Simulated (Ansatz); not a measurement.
# ThCl4 (I4_1/amd): phonons and vibrational spectra, part 3 of 3

How does ThCl4 (I4_1/amd) vibrate, and is this structure a minimum?

Ansatz 0.2.0; DFT PBEsol, scalar-relativistic, plane waves, PAW.

So far. Step 3 (Relaxing to small forces for the phonons): The largest force component left is 0.54 meV/Å. The volume is held at 26.88 Å³/atom, so a pressure of -0.14 GPa remains at this level. Step 4 (Zone-centre response): Before it was imposed, the acoustic sum rule was missed by 8.8e-5 eV/Å² and the charge sum rule by 2.1e-5 e. Small misses are needed for a sound result but don't prove that mesh and cutoff are converged. The lowest optical mode is real, 28.9 cm⁻¹.

### Step 5. Response at finite wavevector

Stability and thermal properties need the whole zone. Linear response on a 2×2×2 q mesh gives force constants as far as a supercell of that size would, and the tensors from the zone-centre run are typed in so that the long-range dipole term is interpolated apart.

The input, input.yaml:

```yaml
crystal:
  lattice:
    - [-4.2268708741, 4.2268708741, 3.7610397048]
    - [4.2268708741, -4.2268708741, 3.7610397048]
    - [4.2268708741, 4.2268708741, -3.7610397048]
  atoms:
    - { symbol: Th, position: [0.75, 0.25, 0.5] }
    - { symbol: Th, position: [0.0, 0.0, 0.0] }
    - { symbol: Cl, position: [0.2421103763, 0.9275988594, 0.3145115169] }
    - { symbol: Cl, position: [0.6775988594, 0.8630873425, 0.1854884831] }
    - { symbol: Cl, position: [0.6130873425, 0.9275988594, 0.6854884831] }
    - { symbol: Cl, position: [0.6775988594, 0.4921103763, 0.8145115169] }
    - { symbol: Cl, position: [0.5078896237, 0.3224011406, 0.1854884831] }
    - { symbol: Cl, position: [0.0724011406, 0.7578896237, 0.6854884831] }
    - { symbol: Cl, position: [0.1369126575, 0.3224011406, 0.8145115169] }
    - { symbol: Cl, position: [0.0724011406, 0.3869126575, 0.3145115169] }
kpoints:
  mp_grid: { grid: [4, 4, 4] }
hamiltonian:
  xc: pbesol
scf:
  occupations: { method: fixed }
output:
  eigenvalues: true
phonons:
  method: dfpt
  qmesh: [2, 2, 2]
  temperatures: { t_max: 400, t_step: 50 }
  qpath:
    path:
      - [[0.0, 0.0, 0.0], [0.0, 0.0, 0.5], [-0.5, 0.5, 0.5], [0.0, 0.0, 0.0], [0.44793285, 0.44793285, -0.44793285], [0.25, 0.25, 0.25], [0.0, 0.5, 0.0], [-0.44793285, 0.55206715, 0.44793285], [-0.5, 0.5, 0.5]]
      - [[0.0, 0.0, 0.5], [0.25, 0.25, 0.25]]
    npoints: 10
  non_analytic_term:
    high_frequency_dielectric_tensor: [[4.0403, 0.0, 0.0], [0.0, 4.0403, 0.0], [0.0, 0.0, 3.6323]]
    born_effective_charges:
      - { species: Th, tensor: [[5.7506, 0.0, 0.0], [0.0, 5.7506, 0.0], [0.0, 0.0, 4.1057]] }
      - { species: Th, tensor: [[5.7506, 0.0, 0.0], [0.0, 5.7506, 0.0], [0.0, 0.0, 4.1057]] }
      - { species: Cl, tensor: [[-0.4379, 0.0, 0.0], [0.0, -2.4375, -0.4646], [0.0, -0.5161, -1.0264]] }
      - { species: Cl, tensor: [[-2.4375, 0.0, 0.4646], [0.0, -0.4379, 0.0], [0.5161, 0.0, -1.0264]] }
      - { species: Cl, tensor: [[-0.4379, 0.0, 0.0], [0.0, -2.4375, 0.4646], [0.0, 0.5161, -1.0264]] }
      - { species: Cl, tensor: [[-2.4375, 0.0, -0.4646], [0.0, -0.4379, 0.0], [-0.5161, 0.0, -1.0264]] }
      - { species: Cl, tensor: [[-0.4379, 0.0, 0.0], [0.0, -2.4375, -0.4646], [0.0, -0.5161, -1.0264]] }
      - { species: Cl, tensor: [[-2.4375, 0.0, -0.4646], [0.0, -0.4379, 0.0], [-0.5161, 0.0, -1.0264]] }
      - { species: Cl, tensor: [[-0.4379, 0.0, 0.0], [0.0, -2.4375, 0.4646], [0.0, 0.5161, -1.0264]] }
      - { species: Cl, tensor: [[-2.4375, 0.0, 0.4646], [0.0, -0.4379, 0.0], [0.5161, 0.0, -1.0264]] }
    source: "zone-centre run at this cell"
```

Started as:

```bash
$ ansatz run input.yaml --threads 16 --pin off --max-ram 61440MiB --backend cuda --events-out ev --progress --plain --runs-dir out
```

Numbers of over 12 decimals in the logs are rounded to 6 here.

Output:

```text
Warning: phonons: the dynamical matrix that this run interpolates holds no multipole term above the dipole-dipole one, and a site of this crystal is no centre of inversion, so its interpolated transverse optical and acoustic branches and sound speeds can stay off near Gamma, and the density of states and the thermodynamics with them. What a run solves at a wave vector of phonons.qpoints, Gamma apart, where the deck admits one, is free of this, and under fd what a larger phonons.supercell samples
[...]
Crystal: 10 atoms, lattice volume = 268.786 Å³
Basis set: ecut = 420 eV, 5245 PW (Γ), exchange–correlation on 96×96×96 points (8 copies of the dense FFT grid, shifted against one another)
Bands: 50, of which v1, the nominal top of the filled ones, is band 40 counted from 1 (39 counted from 0)
Symmetry: 16 space group operations
k-points: 13 of 64
[...]
SCF iter   1: F=—  HF=-34620.371602 eV  |F-HF|=—  |Δ(HF+E_count)|=         —  Δρ=5.57e-3  dr2=1.04e-1  ethr=1.77e-3  ⟨swp⟩=3.9  Hψ=2163  notcnv=0  defer=69
[...]
SCF iter   6: F=—  HF=-34620.357739 eV  |F-HF|=—  |Δ(HF+E_count)|=   9.76e-5  Δρ=7.58e-6  dr2=3.57e-7  ethr=4.89e-9  ⟨swp⟩=2.0  Hψ=988  notcnv=0  defer=47
[...]
SCF iter   8: F=—  HF=-34620.357739 eV  |F-HF|=—  |Δ(HF+E_count)|=   1.56e-8  Δρ=3.50e-7  dr2=4.24e-10  ethr=1.81e-11  ⟨swp⟩=2.1  Hψ=1098  notcnv=0  defer=47
[...]
SCF iter  10: F=-34620.357739 eV  HF=-34620.357739 eV  |F-HF|=0.00e0  |Δ(HF+E_count)|=  7.28e-11  Δρ=1.72e-8  dr2=9.00e-13  ethr=1.00e-12  ⟨swp⟩=14.8  Hψ=4040  notcnv=0
SCF 1 converged in 10 iterations: F = -34620.357739 eV  dr2 = 9.00e-13
[...]
DFPT response loops at q = (0, 0, 0) (fractional): preconditioner auto → Resta (q_TF=auto, 2.229 Å⁻¹)  ε∞=4.0 (no band partly filled); β = 1.00, the filter's whole step (`scf.mixing.beta` (0.50) is not read by the response loops at its default; to damp them type it under 1.00, their step now; it binds the ground state too); Anderson in place of MSR1; while a model of the screening serves, it and β = 1 on shorter waves in the place of filter and β
[...]
SCF converged after 10 iterations
Free energy (F): -34620.357739 eV
[...]
Internal energy: -34620.357739 eV  (E = F + TS)
E sigma→0 (E₀):  -34620.357739 eV
Fermi energy:    4.119891 eV
[...]
--- Band table (eV; the first three rows and the last of 13) ---
  k-point 0: bands = [... 36 lower, 3.6811, 3.7515, 3.7515, 4.1199, 7.8785, 7.8808, 7.9077, 8.1488, ... 6 higher]
  k-point 1: bands = [... 36 lower, 3.3899, 3.5155, 3.6202, 4.0154, 7.8955, 7.9187, 7.9440, 8.0751, ... 6 higher]
  k-point 2: bands = [... 36 lower, 3.1795, 3.1795, 3.7733, 3.7733, 7.9752, 7.9752, 7.9865, 7.9865, ... 6 higher]
  k-point 12: bands = [... 36 lower, 3.3406, 3.3406, 3.8583, 3.8583, 7.8667, 7.8667, 7.9472, 7.9472, ... 6 higher]
--- Phonons (Γ-DFPT): 5 representative perturbations + reference (Σ response iterations 25) ---
  ASR residual: 1.357e-5 → 0.000e0 eV/Å²; symmetrization residual: 1.330e-10 eV/Å²
  ASR residual per site (eV/Å²): 1.36e-5 1.36e-5 7.39e-6 7.39e-6 7.39e-6 7.39e-6 7.39e-6 7.39e-6 7.39e-6 7.39e-6
  Γ frequencies (cm⁻¹): 0.00 0.00 0.00 28.94 48.46 51.06 51.06 63.49 70.02 91.42 91.42 101.70 101.70 117.09 147.43 147.43 164.60 176.70 179.81 179.81 189.44 202.33 213.78 213.78 252.23 253.80 253.80 269.99 288.78 310.58
--- Phonons (arbitrary-q DFPT): 4 irreducible q on the 2×2×2 mesh ---
  q = [0.0000, 0.0000, 0.0000] (star 1, of the zone-centre solve; hermiticity 2.16e-11, symmetrization 2.47e-13): -0.00 0.00 0.00 28.94 48.46 51.06 51.06 63.49 70.02 91.42 91.42 101.70 101.70 117.09 147.43 147.43 164.60 176.70 179.81 179.81 189.44 202.33 213.78 213.78 252.23 253.80 253.80 269.99 288.78 310.58
  q = [0.0000, 0.0000, -0.5000] (star 2, 5 solved perturbations in 150 linear systems a pass and spin channel, the states on 18 of 64 k-point pairs; hermiticity 2.77e-11, symmetrization 2.12e-13): 42.79 42.79 53.73 53.73 57.12 57.12 63.68 63.68 86.94 86.94 92.96 92.96 116.03 116.03 153.85 153.85 170.69 170.69 180.87 180.87 190.19 190.19 230.40 230.40 266.18 266.18 267.73 267.73 302.04 302.04
[...]
sum rule: each row above includes the acoustic sum rule's correction from the zone centre's row sums; it moved no ω² by more than (0.24 cm⁻¹)²
  mesh force constants: q→R imaginary residual 1.62e-17; ASR residual 1.357e-5 → 0.000e0 eV/Å²; symmetrization residual 1.243e-14 eV/Å²
  interpolated dispersion: 93 rows × 30 modes
  density of states and harmonic sums: on the 12×12×12 q-mesh, interpolated from the force constants of a 2×2×2 supercell (with the dipole–dipole term of supplied tensors)
  largest difference from the sums on the solved wave vectors: F 2.69e-2 eV, S 9.93e-5 and C_V 3.13e-5 eV/K
  zero-point energy: 0.278388 eV/cell   skipped modes (ω ≤ 0): 5, of them read as no rigid motion or as one in doubt: 2 (5.787e-3 modes/cell left out, lowest -7.41 cm⁻¹)   left out of the sums: 2.51e-4 of the cell's modes: C_V's classical limit lies that fraction below 3 k_B per atom; for a crystal, a wire or a layer, F and S can be off by more, and a phonons.interpolated_qmesh denser along its periods is the remedy for the sampling
```

Wall time 9.2 s (1 × NVIDIA GB200 with 16 threads of Arm Neoverse V2, shared host); peak memory 2.6 GiB; 50 s of CPU time.

This step gave:

| Quantity | Value |
| --- | --- |
| sum-rule residual before enforcement | 1.36e-5 eV/Å² |
| lowest frequency on the path | -7.738 cm⁻¹ |
| highest frequency on the path or at a solved wavevector | 310.7 cm⁻¹ |
| lowest mode on the q mesh (acoustic modes at Γ apart) | 21.58 cm⁻¹ |

Frequencies (cm⁻¹) solved at each irreducible wavevector; negative means imaginary. Frequencies by wavevector, by row:

| q in reciprocal lattice units | star | mode 1 | mode 2 | mode 3 | mode 4 | mode 28 | mode 29 | mode 30 |
| --- | --- | --- | --- | --- | --- | --- | --- | --- |
| 0 0 0 | 1 | 0 | 0 | 0 | 28.9 | 270 | 288.8 | 310.6 |
| 0 0 -0.5 | 2 | 42.8 | 42.8 | 53.7 | 53.7 | 267.7 | 302 | 302 |
| 0 -0.5 0 | 4 | 21.6 | 28.8 | 40.7 | 52.6 | 281.3 | 287.4 | 300.3 |
| -0.5 -0.5 -0.5 | 1 | 35 | 35 | 55.7 | 55.7 | 278.3 | 295.8 | 295.8 |

Interpolated from a 2×2×2 q mesh, with the LO-TO term (at Γ the limit along the path; where Γ stands inside the path, tables give the limit on arrival). The phonon branches at the labelled points (cm⁻¹):

| point | branch 1 | branch 2 | branch 3 | branch 4 | branch 27 | branch 28 | branch 29 | branch 30 |
| --- | --- | --- | --- | --- | --- | --- | --- | --- |
| Γ | 0 | 0 | 0 | 29 | 270 | 289 | 290 | 311 |
| halfway | 25 | 41 | 41 | 50 | 269 | 279 | 296 | 309 |
| X | 43 | 43 | 54 | 54 | 268 | 268 | 302 | 302 |
| halfway | 49 | 49 | 54 | 54 | 278 | 278 | 298 | 298 |
| M | 35 | 35 | 56 | 56 | 278 | 278 | 296 | 296 |
| halfway | 30 | 37 | 48 | 52 | 270 | 282 | 298 | 304 |
| Γ | 0 | 0 | 0 | 29 | 270 | 289 | 290 | 311 |
| halfway | -8 | 23 | 23 | 46 | 261 | 277 | 285 | 309 |
| Z | 36 | 36 | 47 | 57 | 276 | 280 | 292 | 299 |
| halfway | 31 | 44 | 48 | 54 | 272 | 283 | 288 | 300 |
| P | 34 | 34 | 49 | 49 | 283 | 283 | 284 | 284 |
| halfway | 26 | 42 | 42 | 52 | 270 | 282 | 286 | 297 |
| N | 22 | 29 | 41 | 53 | 270 | 281 | 287 | 300 |
| halfway | 28 | 34 | 48 | 55 | 272 | 282 | 287 | 302 |
| Z1 | 36 | 36 | 47 | 57 | 276 | 280 | 292 | 299 |
| halfway | 35 | 35 | 52 | 56 | 277 | 279 | 294 | 297 |
| M | 35 | 35 | 56 | 56 | 278 | 278 | 296 | 296 |
| jump to X | 43 | 43 | 54 | 54 | 268 | 268 | 302 | 302 |
| halfway | 40 | 40 | 47 | 47 | 273 | 273 | 296 | 296 |
| P | 34 | 34 | 49 | 49 | 283 | 283 | 284 | 284 |

Tetrahedra on a 12×12×12 mesh, mean over bins of 5 cm-1. Interpolated from a 2×2×2 q mesh. Phonon density of states against wavenumber; read off at these points:

wavenumber (cm⁻¹), phonon density of states (1/cm⁻¹/cell) and a bar:
```
       -8      0.000 
        2      0.002 
       12      0.012 #
       28      0.064 ######
       38      0.118 ##########
       48      0.129 ###########
       52      0.247 ######################
       58      0.189 #################
       68      0.237 #####################
       82      0.104 #########
       92      0.113 ##########
      102      0.093 ########
      112      0.148 #############
      122      0.004 
      138      0.000 
      148      0.128 ###########
      158      0.113 ##########
      168      0.052 #####
      178      0.342 ##############################
      182      0.168 ###############
      192      0.070 ######
      198      0.157 ##############
      202      0.028 ##
      212      0.063 ######
      222      0.053 #####
      238      0.066 ######
      248      0.011 #
      258      0.200 ##################
      268      0.113 ##########
      278      0.078 #######
      292      0.053 #####
      302      0.093 ########
      312      0.006 #
```

The partial phonon density of states has structure finer than the step of the table below, so its rows give means over 10 cm⁻¹, whole bins alone (the curve runs from -16.7 to 330 cm⁻¹). Peaks (cm⁻¹: height): Cl 64.0: 0.202, 116.3: 0.0946, 149.0: 0.133, 177.4: 0.294, 197.0: 0.120, 255.9: 0.184, 282.0: 0.128; Th 42.2: 0.0691, 55.3: 0.0710, 68.4: 0.0619, 90.2: 0.0550, 114.2: 0.0753, 177.4: 0.0160, 255.9: 0.0197.

Phonopy on the run's constants, 11x11x9 mesh, Gaussian sigma 2.5 cm-1. Interpolated from a 2×2×2 q mesh. Table of partial phonon density of states by wavenumber; means over each step; values in 1/cm⁻¹/cell:

| wavenumber (cm⁻¹) | Cl | Th |
| --- | --- | --- |
| -10 | 4.6e-4 | 1.1e-5 |
| 0 | 0.00128 | 3.1e-4 |
| 10 | 0.00710 | 0.00263 |
| 20 | 0.0256 | 0.0101 |
| 30 | 0.0477 | 0.0309 |
| 40 | 0.0667 | 0.0613 |
| 50 | 0.129 | 0.0575 |
| 60 | 0.164 | 0.0533 |
| 70 | 0.157 | 0.0560 |
| 80 | 0.0678 | 0.0360 |
| 90 | 0.0689 | 0.0518 |
| 100 | 0.0639 | 0.0444 |
| 110 | 0.0644 | 0.0539 |
| 120 | 0.0444 | 0.0333 |
| 130 | 1.8e-4 | 1.9e-4 |
| 140 | 0.0161 | 3.5e-4 |
| 150 | 0.113 | 0.00473 |
| 160 | 0.0637 | 0.00569 |
| 170 | 0.136 | 0.00658 |
| 180 | 0.229 | 0.0143 |
| 190 | 0.115 | 0.00999 |
| 200 | 0.0787 | 0.00527 |
| 210 | 0.0277 | 0.00487 |
| 220 | 0.0532 | 0.00754 |
| 230 | 0.0435 | 0.00395 |
| 240 | 0.0491 | 0.00347 |
| 250 | 0.0672 | 0.00711 |
| 260 | 0.126 | 0.0114 |
| 270 | 0.0933 | 0.00574 |
| 280 | 0.103 | 0.00497 |
| 290 | 0.0680 | 0.00587 |
| 300 | 0.0772 | 0.00544 |
| 310 | 0.0314 | 0.00102 |
| 320 | 3.0e-4 | 3.8e-6 |

Symmetry leaves 4 wavevectors to solve. The lowest mode among them, the acoustic zeros apart, lies at q = (0, -0.5, 0) and is real, 21.6 cm⁻¹. Between them the interpolated path dips to 8i cm⁻¹.

### Step 6. Results

```json
{"space group after relaxation (within 0.01 Å)": "I4_1/amd", "volume per atom": "26.9 Å³", "gap on the k-mesh": "3.72 eV", "highest optical mode at the zone centre (no LO-TO term)": "311 cm⁻¹", "top of the zone-centre spectrum with the field": "311 cm⁻¹", "lowest optical zone-centre mode": "28.9 cm⁻¹", "mean high-frequency dielectric constant": "3.90", "mean static dielectric constant": "10.0", "largest Born charge (third of the trace)": "5.20 e", "lowest mode on the q mesh (acoustic modes at Γ apart)": "21.6 cm⁻¹", "highest frequency on the path or at a solved wavevector": "311 cm⁻¹", "imaginary modes on the 2×2×2 q mesh": "none"}
```

**Reading.** No mode is imaginary at the 4 irreducible wavevectors solved, but between them the interpolated path dips to 7.7i cm⁻¹, so stability is not settled. Without the field, the optical modes at Γ span 29 to 311 cm⁻¹. The highest mode in this list at Γ, 310.6 cm⁻¹, is mostly motion of Cl (100 % of the kinetic energy). The macroscopic field leaves the top of the zone-centre spectrum where it is. Lattice motion raises the mean dielectric constant from 3.904 to 10.05. The strongest infrared line is at 214 cm⁻¹. The volume was held at that of the database entry and not relaxed, so the modes belong to a cell under -0.14 GPa at this level. The program warns that the interpolation holds no quadrupole term, so branches close to Γ can be off in this crystal. Spin-orbit coupling is left out, which can matter for the heavy elements here. These are harmonic frequencies at zero temperature: anharmonic shifts, linewidths and thermal expansion are left out.

[Logs are printed without paths, hosts, clocks, repeated set-up lines and the standing remarks that a program may print on its own settings, such as how far it seeks lower states.]

[Hosts, paths, dates, database ids (printed as entryN), source tags and the programs' standing remarks are cut or masked in the printed files.]
